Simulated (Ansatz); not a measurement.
# C4S5O (Pc): converging the G0W0 gap

How do accuracy and time trade against each other in G0W0 on C4S5O (Pc)?

Method: G0W0 on PBE, plane waves, PAW; PAW set soft_1, in Ansatz 0.2.0.

Most raw output is cut from this account.

## (1) Set-up

The structure is monoclinic, space group Pc (No. 7). The conventional cell has a = 3.964 Å, b = 11.021 Å, c = 8.832 Å, α = 90.00°, β = 104.76°, γ = 90.00°. Nearest to C lie 3 S at 1.65 to 1.74 Å. Nearest to C lie 1 C at 1.37 Å and 2 S at 1.73 Å. Nearest to C lie 1 O at 1.21 Å and 2 S at 1.80 Å. S has 1 C at 1.65 Å nearest. Nearest to S lie 2 C at 1.73 to 1.74 Å. Farther neighbours and most contacts between anions are not listed.

Geometry: measured cell, ions relaxed with PBE. The runs that relaxed it are not among those shown.

## (2) 160 empty bands, screening to 33 eV

G0W0 replaces the xc potential by the self-energy, built once from these orbitals. Only a window of levels is corrected, while the sums run over the empty bands that the input names. This step takes PAW set soft_1 files.

Contents of input.yaml:

```yaml
crystal:
  lattice:
    - [3.9638, 0.0, 0.0]
    - [0.0, 11.0211, 0.0]
    - [-2.2503537532, 0.0, 8.5408209769]
  atoms:
    - { symbol: C, position: [0.9954444397, 0.1796739709, 0.3639247569] }
    - { symbol: C, position: [0.9954444397, 0.8203260291, 0.8639247569] }
    - { symbol: C, position: [0.4303161322, 0.201707041, 0.6372972353] }
    - { symbol: C, position: [0.4303161322, 0.798292959, 0.1372972353] }
    - { symbol: C, position: [0.7934383888, 0.3409955639, 0.8579692616] }
    - { symbol: C, position: [0.7934383888, 0.6590044361, 0.3579692616] }
    - { symbol: C, position: [0.3676703384, 0.3173331213, 0.5811982461] }
    - { symbol: C, position: [0.3676703384, 0.6826668787, 0.0811982461] }
    - { symbol: S, position: [0.7175656305, 0.1290236316, 0.2041229421] }
    - { symbol: S, position: [0.7175656305, 0.8709763684, 0.7041229421] }
    - { symbol: S, position: [0.2162793335, 0.0863359043, 0.5167550488] }
    - { symbol: S, position: [0.2162793335, 0.9136640957, 0.0167550488] }
    - { symbol: S, position: [0.7019628428, 0.181898402, 0.8234195846] }
    - { symbol: S, position: [0.7019628428, 0.818101598, 0.3234195846] }
    - { symbol: S, position: [0.0945683707, 0.3332646569, 0.3947420537] }
    - { symbol: S, position: [0.0945683707, 0.6667353431, 0.8947420537] }
    - { symbol: S, position: [0.5678526524, 0.4359530879, 0.6984529155] }
    - { symbol: S, position: [0.5678526524, 0.5640469121, 0.1984529155] }
    - { symbol: O, position: [-0.010268129, 0.3802644671, 0.9759479553] }
    - { symbol: O, position: [-0.010268129, 0.6197355329, 0.4759479553] }
kpoints:
  mp_grid: { grid: [4, 2, 2] }
hamiltonian:
  xc: pbe
  pseudopotentials: { kind: paw, azcp: { folder: soft_1 } }
scf:
  occupations: { method: fixed }
gw:
  n_empty_bands: 160
  ecut_chi: 33
  qp_bands: [v4, c4]
  qp_kpoints: band_edges
  screening: { model: contour_deformation }
```

On the command line:

```sh
ansatz run input.yaml --threads 2 --pin off --max-ram 92160MiB --backend cuda --events-out ev --progress --plain --runs-dir out --devices 1 --max-vram 13GiB
```

Run time: 20 s. Hardware: 1 × NVIDIA H100 80GB HBM3 (shared by 6 runs) with 2 threads of AMD EPYC 7R13 (Zen 3), shared host; peak memory 1.5 GiB.

This step gave:

* bands summed: 212
* RPA ε∞ on this mesh (eigenvalues): 2.527, 4.127, 5.229
* plane waves in the screening matrix: 151
* q-points in the mesh: 16
* G0W0 gap on the mesh: 2.972 eV
* k of the valence top: -0.5, -0.5, 0
* k of the conduction bottom: -0.5, 0, 0
* starting gap on the mesh: 1.582 eV
* Z at the valence top: 0.7650
* Z at the conduction bottom: 0.7734
* least direct G0W0 gap on the computed points: 3.064 eV

The gap on the mesh goes from 1.58 eV to 2.97 eV, a correction of +1.39 eV. Between the two edge states, bare exchange in place of the xc potential would open the gap by 6.03 eV, and correlation takes back 4.64 eV.

## (3) 454 empty bands, screening to 66 eV

Another rung: the empty bands reach about as high as the screening cutoff, so the two stay in balance.

Changes to input.yaml since step 2:

```diff
@@ -34,4 +34,4 @@
 gw:
-  n_empty_bands: 160
-  ecut_chi: 33
+  n_empty_bands: 454
+  ecut_chi: 66
   qp_bands: [v4, c4]
```

Run time: 60 s. Hardware: 1 × NVIDIA H100 80GB HBM3 (shared by 6 runs) with 2 threads; peak memory 2.3 GiB; 79 s of CPU time.

Numbers from this step:

| Item | Value |
| --- | --- |
| bands summed | 506 |
| RPA ε∞ on this mesh (eigenvalues) | 2.531, 4.116, 5.196 |
| plane waves in the screening matrix | 455 |
| q-points in the mesh | 16 |
| G0W0 gap on the mesh | 2.969 eV |
| k of the valence top | -0.5, -0.5, 0 |
| k of the conduction bottom | -0.5, 0, 0 |
| starting gap on the mesh | 1.582 eV |
| Z at the valence top | 0.7520 |
| Z at the conduction bottom | 0.7617 |
| least direct G0W0 gap on the computed points | 3.051 eV |

Against the run with 4×2×2 mesh, 160 empty bands, screening to 33 eV, PAW set soft_1 files, the gap moves by −0.003 eV.

## (4) 977 empty bands, screening to 110 eV

Changes to input.yaml since step 3:

```diff
@@ -34,4 +34,4 @@
 gw:
-  n_empty_bands: 454
-  ecut_chi: 66
+  n_empty_bands: 977
+  ecut_chi: 110.0
   qp_bands: [v4, c4]
```

The job ended after 2 min (1 × NVIDIA H100 80GB HBM3 (shared by 6 runs) with 2 threads; peak memory 4.4 GiB; 3.1 min of CPU time).

Numbers from this step:

```
bands summed                                 : 1029
RPA ε∞ on this mesh (eigenvalues)            : 2.528, 4.093, 5.150
plane waves in the screening matrix          : 983
G0W0 gap on the mesh                         : 2.992 eV
k of the valence top                         : -0.5, -0.5, 0
k of the conduction bottom                   : -0.5, 0, 0
starting gap on the mesh                     : 1.582 eV
least direct G0W0 gap on the computed points : 3.067 eV
```

Against the run with 4×2×2 mesh, 454 empty bands, screening to 66 eV, PAW set soft_1 files, the gap moves by +0.02 eV.

## (5) Changing the frequency model: 4×2×2 mesh, 977 empty bands, screening to 110 eV, plasmon pole, PAW set soft_1 files

A plasmon pole stands in for the full frequency dependence of the screening; this run shows what that costs in accuracy.

Changes to input.yaml since step 4:

```diff
@@ -38,2 +38,2 @@
   qp_kpoints: band_edges
-  screening: { model: contour_deformation }
+  screening: { model: godby_needs }
```

The job ended after 2.7 min (1 × NVIDIA H100 80GB HBM3 (shared by 6 runs) with 2 threads; peak memory 5.4 GiB).

This step gave:

- bands summed: 1029
- plasmon-pole fit frequency: 19.60 eV
- RPA ε∞ on this mesh (eigenvalues): 2.528, 4.093, 5.150
- plane waves in the screening matrix: 983
- G0W0 gap on the mesh: 3.064 eV
- k of the valence top: -0.5, -0.5, 0
- k of the conduction bottom: -0.5, 0, 0
- starting gap on the mesh: 1.582 eV
- least direct G0W0 gap on the computed points: 3.144 eV

Against the run with 4×2×2 mesh, 977 empty bands, screening to 110 eV, PAW set soft_1 files, the gap moves by +0.07 eV.

## (6) Changing the files and raising the bands: 4×2×2 mesh, 1448 empty bands, screening to 143 eV, hard PAW files

Other atomic data (hard PAW) test the pseudisation: the cutoff goes from 420 to 930 eV, with the same valence electrons. Bands and screening cutoff change too, so the step is no clean test of the files.

This step: G0W0 on PBE, plane waves, PAW.

Changes to input.yaml since step 5:

```diff
@@ -30,3 +30,3 @@
   xc: pbe
-  pseudopotentials: { kind: paw, azcp: { folder: soft_1 } }
+  pseudopotentials: { kind: paw, source: ansatz }
 scf:
@@ -34,6 +34,6 @@
 gw:
-  n_empty_bands: 977
-  ecut_chi: 110.0
+  n_empty_bands: 1448
+  ecut_chi: 143.0
   qp_bands: [v4, c4]
   qp_kpoints: band_edges
-  screening: { model: godby_needs }
+  screening: { model: contour_deformation }
```

The job ended after 4.1 min (1 × NVIDIA H100 80GB HBM3 (shared by 6 runs) with 2 threads; peak memory 12 GiB).

This step gave:

* bands summed: 1500
* RPA ε∞ on this mesh (eigenvalues): 2.528, 4.085, 5.140
* plane waves in the screening matrix: 1437
* G0W0 gap on the mesh: 3.003 eV
* k of the valence top: -0.5, -0.5, 0
* k of the conduction bottom: -0.5, 0, 0
* starting gap on the mesh: 1.582 eV
* least direct G0W0 gap on the computed points: 3.077 eV

Against the run with 4×2×2 mesh, 977 empty bands, screening to 110 eV, PAW set soft_1 files, the gap moves by +0.011 eV.

## (7) Side by side

Times are wall times on 1 × NVIDIA H100 80GB HBM3 (shared by 6 runs) with 2 threads of AMD EPYC 7R13 (Zen 3), shared host, good to a factor of about two.

```
 mesh           files            frequency  bands summed  cutoff (eV)  start (eV)  G0W0 (eV)     time  host memory (GiB)
4×2×2  PAW set soft_1  contour deformation           212           33       1.582      2.972     20 s                1.5
4×2×2  PAW set soft_1  contour deformation           506           66       1.582      2.969     60 s                2.3
4×2×2  PAW set soft_1  contour deformation          1029          110       1.582      2.992    2 min                4.4
4×2×2  PAW set soft_1         plasmon pole          1029          110       1.582      3.064  2.7 min                5.4
4×2×2        hard PAW  contour deformation          1500          143       1.582      3.003  4.1 min                 12
```

How the two edges are built up, in eV (the quasiparticle level is the starting level plus Σx plus Σc less Vxc):

```
       run               edge  start      Σx     Σc     Vxc     Z    QP
 212 bands        valence top   3.45  -17.13   1.91  -15.17  0.77  3.40
 212 bands  conduction bottom   5.03   -9.15  -2.72  -13.22  0.77  6.37
 506 bands        valence top   3.45  -17.13   1.53  -15.17  0.75  3.02
 506 bands  conduction bottom   5.03   -9.15  -3.11  -13.22  0.76  5.99
1029 bands        valence top   3.45  -17.13   1.26  -15.17  0.75  2.75
1029 bands  conduction bottom   5.03   -9.15  -3.35  -13.22  0.76  5.74
```

## (8) Outcome

* 212 bands, 33 eV: 2.972 eV
* 506 bands, 66 eV: 2.969 eV
* 1029 bands, 110 eV: 2.992 eV
* mesh and start: 4×2×2, PBE

From 212 to 1029 bands the gap moves by +0.02 eV while the time grows 5.9-fold. Σc changes by −0.65 eV at the valence top and −0.63 eV at the conduction bottom, so the levels themselves move more than the gap between them. The gap turns back along the series, so no limit is drawn from it. The plasmon-pole model gives +0.07 eV against contour deformation, 5 % of the correction, and saved no time in this program. With hard PAW files and 1500 bands the gap is 3.00 eV. The 4×2×2 mesh is coarse for this cell (its supercell is 16 Å along the shortest edge). The RPA ε∞ on it, from the PBE start, is 2.53, 4.09 and 5.15; such meshes misread the long-range screening, most where the gap is narrow.

[Paths, hosts, dates, memory and timing lines, banners, echoed tables and standing remarks are left out of the program output.]

[Logs are printed without paths, hosts, clocks, repeated set-up lines and the standing remarks that a program may print on its own settings, such as how far it seeks lower states.]

[Runs of the session that timed out or met a known fault of the program may be left out.]

[Cells called generated may have been cut or substituted from an entry of the Crystallography Open Database or the Materials Project.]

[Hosts, paths, dates, database ids (printed as entryN), source tags and the programs' standing remarks are cut or masked in the printed files.]
